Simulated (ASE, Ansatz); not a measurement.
# Convergence of a linear-scaling basis for CdH14C4SN2Cl2O5 (P2_1) (58 atoms)

Wanted: errors and times of a linear-scaling basis for CdH14C4SN2Cl2O5 (P2_1) (58 atoms). A setting counts as converged where the r.m.s. difference of forces stays under 1 % of the r.m.s. force.

Main program and level: Ansatz 0.2.0; Kohn-Sham DFT, PBE+D3(BJ), PAW (set soft_2), plane waves.

## (1) Starting point

The cell holds 58 atoms: 2 Cd, 28 H, 8 C, 2 S, 4 N, 4 Cl and 10 O. Cell: a = 9.350 Å, b = 7.469 Å, c = 9.429 Å, α = 90.0°, β = 116.1°, γ = 90.0°. It derives from CdH14C4SN2Cl2O5 (P2_1), repeated 1×1×1. CdH14C4SN2Cl2O5, space group P2_1, structure from the Crystallography Open Database, 1 x 1 x 1 conventional cells; positions as listed; bonds to H set to neutron lengths (C-H 1.089, N-H 1.015, O-H 0.983, B-H 1.19 Å) where the listed ones are shorter.

Coordinates:

```
Cd H C S N Cl O
1.0
     9.35000    0.00000    0.00000
     0.00000    7.46890    0.00000
    -4.15317    0.00000    8.46495
Cd H C S N Cl O
2 28 8 2 4 4 10
Direct
  0.99990 0.36671 0.50656
  0.00010 0.86671 0.49344
  0.13216 0.09323 0.93597
  0.86784 0.59323 0.06403
  0.29040 0.21789 0.03272
  0.70960 0.71789 0.96728
  0.12504 0.99533 0.17384
  0.87496 0.49533 0.82616
  0.12244 0.23102 0.16351
  0.87756 0.73102 0.83649
  0.40503 0.24621 0.33489
  0.59497 0.74621 0.66511
  0.31207 0.11515 0.42589
  0.68793 0.61515 0.57411
  0.55515 0.98207 0.44135
  0.44485 0.48207 0.55865
  0.40029 0.85141 0.34822
  0.59971 0.35141 0.65178
  0.56432 0.84664 0.21327
  0.43568 0.34664 0.78673
  0.55302 0.08226 0.20002
  0.44698 0.58226 0.79998
  0.36574 0.94386 0.95226
  0.63426 0.44386 0.04774
  0.27582 0.82461 0.05325
  0.72418 0.32461 0.94675
  0.34940 0.51140 0.14490
  0.65060 0.01140 0.85510
  0.31725 0.53307 0.96386
  0.68275 0.03307 0.03614
  0.19450 0.11260 0.17440
  0.80550 0.61260 0.82560
  0.34360 0.12020 0.32770
  0.65640 0.62020 0.67230
  0.48870 0.96170 0.20260
  0.51130 0.46170 0.79740
  0.33780 0.94790 0.05280
  0.66220 0.44790 0.94720
  0.19362 0.60410 0.32497
  0.80638 0.10410 0.67503
  0.23410 0.10360 0.03780
  0.76590 0.60360 0.96220
  0.45220 0.96820 0.34100
  0.54780 0.46820 0.65900
  0.20118 0.11340 0.66322
  0.79882 0.61340 0.33678
  0.88255 0.12500 0.28043
  0.11745 0.62500 0.71957
  0.07740 0.57020 0.16390
  0.92260 0.07020 0.83610
  0.19590 0.45850 0.43070
  0.80410 0.95850 0.56930
  0.16500 0.77730 0.38330
  0.83500 0.27730 0.61670
  0.35490 0.61000 0.33080
  0.64510 0.11000 0.66920
  0.35960 0.45000 0.05390
  0.64040 0.95000 0.94610
```

What the set-up can't give: Only the Γ point is sampled, in a cell whose shortest periodic width is 7 Å.

## (2) Plane-wave single point

The first run uses the default basis; a harder plane-wave run follows as the reference for the support functions.

Contents of input.yaml:

```yaml
crystal:
  lattice:
    - [9.35, 0.0, 0.0]
    - [0.0, 7.4689, 0.0]
    - [-4.15317, 0.0, 8.46495]
  atoms:
    - { symbol: Cd, position: [0.9999, 0.36671, 0.50656] }
    - { symbol: Cd, position: [0.0001, 0.86671, 0.49344] }
    - { symbol: H, position: [0.13216, 0.09323, 0.93597] }
    - { symbol: H, position: [0.86784, 0.59323, 0.06403] }
    [... 48 atom lines left out ...]
    - { symbol: O, position: [0.165, 0.7773, 0.3833] }
    - { symbol: O, position: [0.835, 0.2773, 0.6167] }
    - { symbol: O, position: [0.3549, 0.61, 0.3308] }
    - { symbol: O, position: [0.6451, 0.11, 0.6692] }
    - { symbol: O, position: [0.3596, 0.45, 0.0539] }
    - { symbol: O, position: [0.6404, 0.95, 0.9461] }
kpoints:
  mp_grid: { grid: [1, 1, 1] }
hamiltonian:
  xc: pbe
  dispersion: d3bj
scf:
  occupations: { method: fixed }
output:
  forces: true
  stress: true
  populations: true
  dos:
    method: { smearing: { sigma: 0.08 } }
    de: 0.1
    projected: { site_lists: { C: [C], Cd: [Cd], Cl: [Cl], H: [H], "N": ["N"] } }
  eigenvalues: true
  write_density: true
  write_potential: true
  volumetric_format: npy
  elf: true
```

Command:

```sh
$ ansatz run input.yaml --threads 4 --pin off --max-ram 8192MiB --backend cpu --events-out ev --progress --plain --runs-dir out
```

The log of the run:

```text
Engine: ansatz 0.2.0, aarch64-unknown-linux-gnu
Pseudopotentials: kind: paw
Pseudopotential: Cd, paw, valence charge 20, recommended cutoff 420 eV (normal), Cd.paw.azcp
Pseudopotential: H, paw, valence charge 1, recommended cutoff 420 eV (normal), H.paw.azcp
Pseudopotential: C, paw, valence charge 4, recommended cutoff 420 eV (normal), C.paw.azcp
Pseudopotential: S, paw, valence charge 6, recommended cutoff 420 eV (normal), S.paw.azcp
Pseudopotential: N, paw, valence charge 5, recommended cutoff 420 eV (normal), N.paw.azcp
Pseudopotential: Cl, paw, valence charge 7, recommended cutoff 420 eV (normal), Cl.paw.azcp
Pseudopotential: O, paw, valence charge 6, recommended cutoff 420 eV (normal), O.paw.azcp
[... 5 lines on functional and potentials left out ...]
Crystal: 58 atoms, lattice volume = 591.143 Å³
Basis set: ecut = 420 eV, 11583 PW (Γ), exchange–correlation on 128×100×128 points (8 copies of the dense FFT grid, shifted against one another)
Bands: 168, of which v1, the nominal top of the filled ones, is band 110 counted from 1 (109 counted from 0)
Symmetry: 2 space group operations
Space group: P21 (ITA 4), of the structure as read, at distance tolerance 8.4e-5 Å
k-points: 1
[... 15 lines on functional and potentials left out ...]
Initial density: superposition of atomic densities (neutral atoms: chi_scale 0, normalization atom), corrected by the library's trained network
Initial wavefunctions: pseudopotential atomic-orbital guess
Functional: x = pbe(κ = 0.804, μ = 0.219515), c = pbe(β = 0.066725)
SCF iter   1: F=—  HF=-32308.597616 eV  |F-HF|=—  |Δ(HF+E_count)|=         —  Δρ=3.62e-3  dr2=1.12e-1  ethr=1.77e-3  ⟨swp⟩=5.0  Hψ=635  notcnv=0  defer=56
preconditioner: auto → Resta (q_TF=auto, 2.314 Å⁻¹)  ε∞=2.8  [insulator: Δε(μ)=4.303 eV  Ē_g=16.279 eV  n_scr=134 (ndim 8)  ℏωp=21.8 eV  f_vac=0.151  ε∞_Penn≈2.8]
SCF iter   2: F=—  HF=-32308.556966 eV  |F-HF|=—  |Δ(HF+E_count)|=   4.07e-2  Δρ=1.88e-3  dr2=2.03e-2  ethr=5.10e-5  ⟨swp⟩=2.0  Hψ=236  notcnv=0  defer=56
SCF iter   3: F=—  HF=-32308.560559 eV  |F-HF|=—  |Δ(HF+E_count)|=   3.59e-3  Δρ=7.88e-4  dr2=4.11e-3  ethr=9.23e-6  ⟨swp⟩=2.0  Hψ=212  notcnv=0  defer=56
SCF iter   4: F=—  HF=-32308.560566 eV  |F-HF|=—  |Δ(HF+E_count)|=   7.51e-6  Δρ=3.26e-4  dr2=6.17e-4  ethr=1.87e-6  ⟨swp⟩=2.0  Hψ=215  notcnv=0  defer=56
SCF iter   5: F=—  HF=-32308.560570 eV  |F-HF|=—  |Δ(HF+E_count)|=   3.27e-6  Δρ=1.15e-4  dr2=7.21e-5  ethr=2.80e-7  ⟨swp⟩=2.0  Hψ=212  notcnv=0  defer=56
SCF iter   6: F=—  HF=-32308.561054 eV  |F-HF|=—  |Δ(HF+E_count)|=   4.84e-4  Δρ=4.20e-5  dr2=9.48e-6  ethr=3.28e-8  ⟨swp⟩=2.0  Hψ=260  notcnv=0  defer=50
SCF iter   7: F=—  HF=-32308.561060 eV  |F-HF|=—  |Δ(HF+E_count)|=   5.86e-6  Δρ=1.18e-5  dr2=7.93e-7  ethr=4.31e-9  ⟨swp⟩=2.0  Hψ=218  notcnv=0  defer=51
SCF iter   8: F=-32308.561061 eV  HF=-32308.561060 eV  |F-HF|=6.24e-8  |Δ(HF+E_count)|=   8.78e-7  Δρ=4.12e-6  dr2=9.24e-8  ethr=4.55e-11  ⟨swp⟩=18.0  Hψ=1753  notcnv=0
SCF 1 converged in 8 iterations: F = -32308.561061 eV  dr2 = 9.24e-8
  greatest PAW one-centre occupation: 1.000 electrons in one spin orbital (limit 2), on the Cd atom at site 1 (counted from 0), in its partial waves of l = 1
SCF converged after 8 iterations
Free energy (F): -32308.561061 eV
Harris-Foulkes:  -32308.561060 eV  (|F-HF|=6.24e-8)
Internal energy: -32308.561061 eV  (E = F + TS)
E sigma→0 (E₀):  -32308.561061 eV
Fermi energy:    1.648929 eV
--- Per-component energies (eV) ---
  E_band       = -2222.809311
  E_kinetic    = 5323.500595
  E_local      = -21912.607419  (includes V_loc(G=0)·N_el)
  E_nonlocal   = 1167.916307
  E_hartree    = 8981.875966
  E_xc         = -2594.765948
  E_vxc        = -3159.839460  (∫ρ·V_xc dr)
  E_paw        = -14919.869496  (= ΣΔE_a)
  E_vpaw       = -1605.515419  (= ΣTr[D̂ρ^β])
  E_aug_tail   = -0.011575  (compensation charges beyond the density's cutoff)
  E_ewald      = -8349.779597
  E_disp       = -4.819894  (pairwise vdW)
  E_smearing   = -0.000000  (= −TS)
  E_closure    = -0.000000  (closes the sum)
  Σ components = -32308.561061   (vs F -32308.561061, Δ=0.00e0)
--- Forces (eV/Å), atoms counted from 1 ---
  atom   1  Cd     0.03756349     0.00870339    -0.02096452
  atom   2  Cd    -0.03756349     0.00870339     0.02096452
  atom   3  H     -0.93220746    -0.00756962    -1.01843929
  atom   4  H      0.93220746    -0.00756962     1.01843929
  atom   5  H      0.54634426     1.38128881    -0.11397928
  atom   6  H     -0.54634426     1.38128881     0.11397928
  atom   7  H     -0.10167459    -0.18784492    -0.24312533
  atom   8  H      0.10167459    -0.18784492     0.24312533
  atom   9  H     -0.03384585     0.15872626    -0.09099391
  atom  10  H      0.03384585     0.15872626     0.09099391
  atom  11  H      0.38842446     0.18048831     0.13461151
  atom  12  H     -0.38842446     0.18048831    -0.13461151
  atom  13  H     -0.08649548    -0.09646504     0.15862090
  atom  14  H      0.08649548    -0.09646504    -0.15862090
[...]
atom  57  O     -0.22829349     0.41964877     0.77192052
  atom  58  O      0.22829349     0.41964877    -0.77192052
  max |Σ_I F_I| component: 3.64e-6 eV/Å
--- Stress (GPa, compression-positive) ---
        3.011994       0.000000       1.361914
        0.000000       2.832922       0.000000
        1.361914       0.000000       2.985567
  P = ⅓ Tr σ = 2.9435 GPa (29.435 kbar)
--- Band table (eV) ---
  k-point 0: bands = ["-98.2422", "-98.2421", "-59.3518", "-59.3517", [... 152 levels ...], "12.3965", "12.4824", "12.5562", "12.6085", "12.6620", "12.6956", "12.7930", "12.8757", "13.0360", "13.1651", "13.2023", "13.2756"]
--- Löwdin populations: 58 sites ---
  site symbol       q [e]
     0     Cd     18.5772
     1     Cd     18.5772
     2      H      0.6407
[...]
57      O      6.7079
  spilling = 0.012468 (of n_electrons = 220.000000)
```

The job ended after 6.7 s (4 threads of Arm Neoverse N1, shared host; peak memory 0.71 GiB; 24 s of CPU time).

Numbers from this run:

```
free energy                                      : -32308.5611 eV
free energy per atom                             : -557.0442 eV/atom
SCF cycles                                       : 8
pressure                                         : 2.943 GPa
r.m.s. force component                           : 0.5481 eV/Å
longest force                                    : 1.847 eV/Å
Fermi energy                                     : 1.649 eV
gap (highest filled to lowest empty level) : 4.315 eV
spilling of the projection                       : 0.01247
```

The r.m.s. force component of 0.55 eV/Å and the pressure of 2.9 GPa set the scale for the differences below.

## (3) Plane waves at 750 eV (750 eV)

A harder cutoff gives the support functions a reference with less basis error.

input.yaml, the sections that differ from step 2:

```yaml
output:
  forces: true
  eigenvalues: true
basis:
  ecutwfc: "750 eV"
# crystal, kpoints, hamiltonian, scf: as in step 2
```

The log of the run:

```text
[...]
Crystal: 58 atoms, lattice volume = 591.143 Å³
Basis set: ecut = 750 eV, 27593 PW (Γ), exchange–correlation on 180×144×180 points (8 copies of the dense FFT grid, shifted against one another)
Bands: 168, of which v1, the nominal top of the filled ones, is band 110 counted from 1 (109 counted from 0)
Symmetry: 2 space group operations
[...]
k-points: 1
[...]
SCF iter   1: F=—  HF=-32308.807759 eV  |F-HF|=—  |Δ(HF+E_count)|=         —  Δρ=3.77e-3  dr2=1.12e-1  ethr=1.77e-3  ⟨swp⟩=4.0  Hψ=635  notcnv=0  defer=56
[...]
SCF iter   3: F=—  HF=-32308.771507 eV  |F-HF|=—  |Δ(HF+E_count)|=   3.60e-3  Δρ=8.13e-4  dr2=4.18e-3  ethr=9.29e-6  ⟨swp⟩=2.0  Hψ=212  notcnv=0  defer=15
automatic band count: iteration 3 solves 127 bands in place of 168: the levels show a gap, and the empty bands left out lie too high to hold charge; the band table lists the bands solved (type scf.n_extra_bands for more)
SCF iter   4: F=—  HF=-32308.771454 eV  |F-HF|=—  |Δ(HF+E_count)|=   5.38e-5  Δρ=3.26e-4  dr2=6.13e-4  ethr=1.90e-6  ⟨swp⟩=2.0  Hψ=215  notcnv=0  defer=15
[...]
SCF iter   8: F=-32308.771393 eV  HF=-32308.771393 eV  |F-HF|=7.04e-8  |Δ(HF+E_count)|=   8.63e-7  Δρ=4.11e-6  dr2=9.02e-8  ethr=4.55e-11  ⟨swp⟩=15.0  Hψ=735  notcnv=0
SCF 1 converged in 8 iterations: F = -32308.771393 eV  dr2 = 9.02e-8
[...]
SCF converged after 8 iterations
Free energy (F): -32308.771393 eV
[...]
Internal energy: -32308.771393 eV  (E = F + TS)
E sigma→0 (E₀):  -32308.771393 eV
Fermi energy:    1.648284 eV
[...]
Σ components = -32308.771393   (vs F -32308.771393, Δ=0.00e0)
--- Forces (eV/Å), atoms counted from 1 ---
  atom   1  Cd     0.03781489     0.00876755    -0.02100392
  atom   2  Cd    -0.03781489     0.00876755     0.02100392
  atom   3  H     -0.92648076    -0.00627126    -1.00854994
  atom   4  H      0.92648076    -0.00627126     1.00854994
[...]
atom  58  O      0.23635775     0.43833127    -0.76858215
  max |Σ_I F_I| component: 4.83e-5 eV/Å
--- Band table (eV) ---
[...]
```

Wall time 9 s (4 threads); peak memory 1.3 GiB; 34 s of CPU time.

Forces differ from the reference by 6.3 meV/Å r.m.s., 1.2 % of their size, over a tolerance of 1 %; the energy by -3.6 meV/atom. This is the tighter run, so the reference isn't converged in this setting (nor is this run shown to be).

## (4) Support functions medium

With localised support functions most steps grow linearly with size, though the diagonalisation grows faster unless the density matrix is cut; this run measures error and cost at this size. Besides, the program derives a nominal cutoff of 464 eV for this run, against the reference's 750.

This step: Kohn-Sham DFT, PBE+D3(BJ), PAW (set soft_2), localised support functions (medium) (Ansatz 0.2.0).

input.yaml, the sections that differ from step 3:

```yaml
scf:
  occupations: { method: fixed }
  eigensolver: { kind: { support_functions: { accuracy: medium } } }
  max_iter: 150
# crystal, kpoints, hamiltonian, output: as in step 3
# basis: removed
```

The log of the run:

```text
Warning: scf.eigensolver.kind.support_functions: disabling space-group detection — the functions' gradient is summed over unrotated k-points, so no spatial operation reduces the k-mesh or symmetrises the density; time reversal is kept, so that k and −k are solved as one point where they differ and the mesh holds both, and exact exchange and, on two spinor components, a DFT+U term hold to it where the run has them: [...]
Warning: basis.ecutwfc = 464 eV, auto-derived: no grid that the accuracy of the support functions lays serves the files at the lower one that their records recommend; a deck with other species or settings can derive another value
settings of this run that can trade accuracy for cost: scf.eigensolver.kind.support_functions [...]
[...]
Crystal: 58 atoms, lattice volume = 591.143 Å³
Basis set: ecut = 464 eV, 13409 PW (Γ), exchange–correlation on 144×120×144 points (8 copies of the dense FFT grid, shifted against one another)
Bands: 132, of which v1, the nominal top of the filled ones, is band 110 counted from 1 (109 counted from 0)
Symmetry: 1 space group operations
k-points: 1
[...]
SCF iter   1: F=—  HF=-32316.267266 eV  |F-HF|=—  |Δ(HF+E_count)|=         —  Δρ=1.13e-1  dr2=9.07e1  ethr=1.00e-1
[...]
SCF iter  12: F=—  HF=-32308.787754 eV  |F-HF|=—  |Δ(HF+E_count)|=   9.32e-4  Δρ=1.52e-5  dr2=2.79e-6  ethr=8.93e-9  κ⁻¹=1.7e-6(r=7)
SCF iter  13: F=-32308.788511 eV  HF=-32308.788511 eV  |F-HF|=6.65e-8  |Δ(HF+E_count)|=   7.58e-4  Δρ=8.14e-6  dr2=6.82e-7  ethr=1.27e-9
SCF 1 converged in 13 iterations: F = -32308.798311 eV  dr2 = 6.82e-7
[...]
SCF converged after 13 iterations
Stability not checked: this state was not tested for a lower state beside it, because the mixer in use, unlike msr1, does not test its closes by its own steps (another_mixer; see scf.mixing.algorithm and scf.lower_state_search)
Free energy (F): -32308.798311 eV
[...]
Internal energy: -32308.798311 eV  (E = F + TS)
E sigma→0 (E₀):  -32308.798311 eV
Fermi energy:    1.648448 eV
[...]
Σ components = -32308.798311   (vs F -32308.798311, Δ=0.00e0)
--- Forces (eV/Å), atoms counted from 1 ---
  atom   1  Cd     0.03790039     0.00830346    -0.02105469
  atom   2  Cd    -0.03802953     0.00848553     0.02086033
  atom   3  H     -0.92572828    -0.00638457    -1.00710520
  atom   4  H      0.92578608    -0.00628411     1.00700793
[...]
atom  58  O      0.23829892     0.44262712    -0.76700647
  max |Σ_I F_I| component: 2.40e-3 eV/Å
--- Band table (eV) ---
[...]
```

It took 1.8 min on 4 threads; peak memory 2 GiB; 6.8 min of CPU time.

The program notes that the band table was not solved further than the SCF left it and it switched symmetry off.

Keys that differ from the reference: basis.ecutwfc removed, support_functions.accuracy = "medium" and scf.max_iter = 150.

Forces differ from the reference by 1.1 meV/Å r.m.s., 0.19 % of their size, well within a tolerance of 1 %; the energy by -0.46 meV/atom. It took 12 times the reference's time (shared host, so rough).

## (5) Support functions low

The cell is solved in localised support functions. Besides, the program derives a nominal cutoff of 420 eV for this run, against the reference's 750.

This step: Kohn-Sham DFT, PBE+D3(BJ), PAW (set soft_2), localised support functions (low) (Ansatz 0.2.0).

input.yaml, the sections that differ from step 4:

```yaml
scf:
  occupations: { method: fixed }
  eigensolver: { kind: { support_functions: { accuracy: low } } }
  max_iter: 150
# crystal, kpoints, hamiltonian, output: as in step 4
```

The log of the run:

```text
[...]
Crystal: 58 atoms, lattice volume = 591.143 Å³
Basis set: ecut = 420 eV, 11583 PW (Γ), exchange–correlation on 144×120×144 points (8 copies of the dense FFT grid, shifted against one another)
Bands: 132, of which v1, the nominal top of the filled ones, is band 110 counted from 1 (109 counted from 0)
Symmetry: 1 space group operations
k-points: 1
[...]
SCF iter   1: F=—  HF=-32316.266032 eV  |F-HF|=—  |Δ(HF+E_count)|=         —  Δρ=1.13e-1  dr2=9.07e1  ethr=1.00e-1
[...]
SCF iter  11: F=—  HF=-32308.786660 eV  |F-HF|=—  |Δ(HF+E_count)|=   1.20e-3  Δρ=5.20e-5  dr2=1.96e-5  ethr=3.74e-8  κ⁻¹=1.9e-6(r=7)
SCF iter  12: F=-32308.787593 eV  HF=-32308.787592 eV  |F-HF|=1.30e-6  |Δ(HF+E_count)|=   9.32e-4  Δρ=1.52e-5  dr2=2.79e-6  ethr=8.93e-9
SCF 1 converged in 12 iterations: F = -32308.798148 eV  dr2 = 2.79e-6
[...]
SCF converged after 12 iterations
[...]
Free energy (F): -32308.798148 eV
[...]
Internal energy: -32308.798148 eV  (E = F + TS)
E sigma→0 (E₀):  -32308.798148 eV
Fermi energy:    1.648836 eV
[...]
Σ components = -32308.798148   (vs F -32308.798148, Δ=0.00e0)
--- Forces (eV/Å), atoms counted from 1 ---
  atom   1  Cd     0.03790063     0.00827894    -0.02107747
  atom   2  Cd    -0.03799903     0.00850053     0.02086871
  atom   3  H     -0.92571111    -0.00643846    -1.00735829
  atom   4  H      0.92577404    -0.00632524     1.00725407
[...]
atom  58  O      0.23838798     0.44273904    -0.76694505
  max |Σ_I F_I| component: 3.61e-3 eV/Å
--- Band table (eV) ---
[...]
```

Run time: 93 s. Hardware: 4 threads; peak memory 2 GiB.

Keys that differ from the reference: basis.ecutwfc removed, support_functions.accuracy = "low" and scf.max_iter = 150.

Forces differ from the reference by 1.1 meV/Å r.m.s., 0.20 % of their size, well within a tolerance of 1 %; the energy by -0.46 meV/atom. It took 10 times the reference's time (shared host, so rough).

(Part 1 of 3 ends here.)

[Long decimals in the printed logs are rounded to 6 places.]

[Logs are printed without paths, hosts, clocks, repeated set-up lines and the standing remarks that a program may print on its own settings, such as how far it seeks lower states.]

[Hosts, paths, dates, database ids (printed as entryN), source tags and the programs' standing remarks are cut or masked in the printed files.]
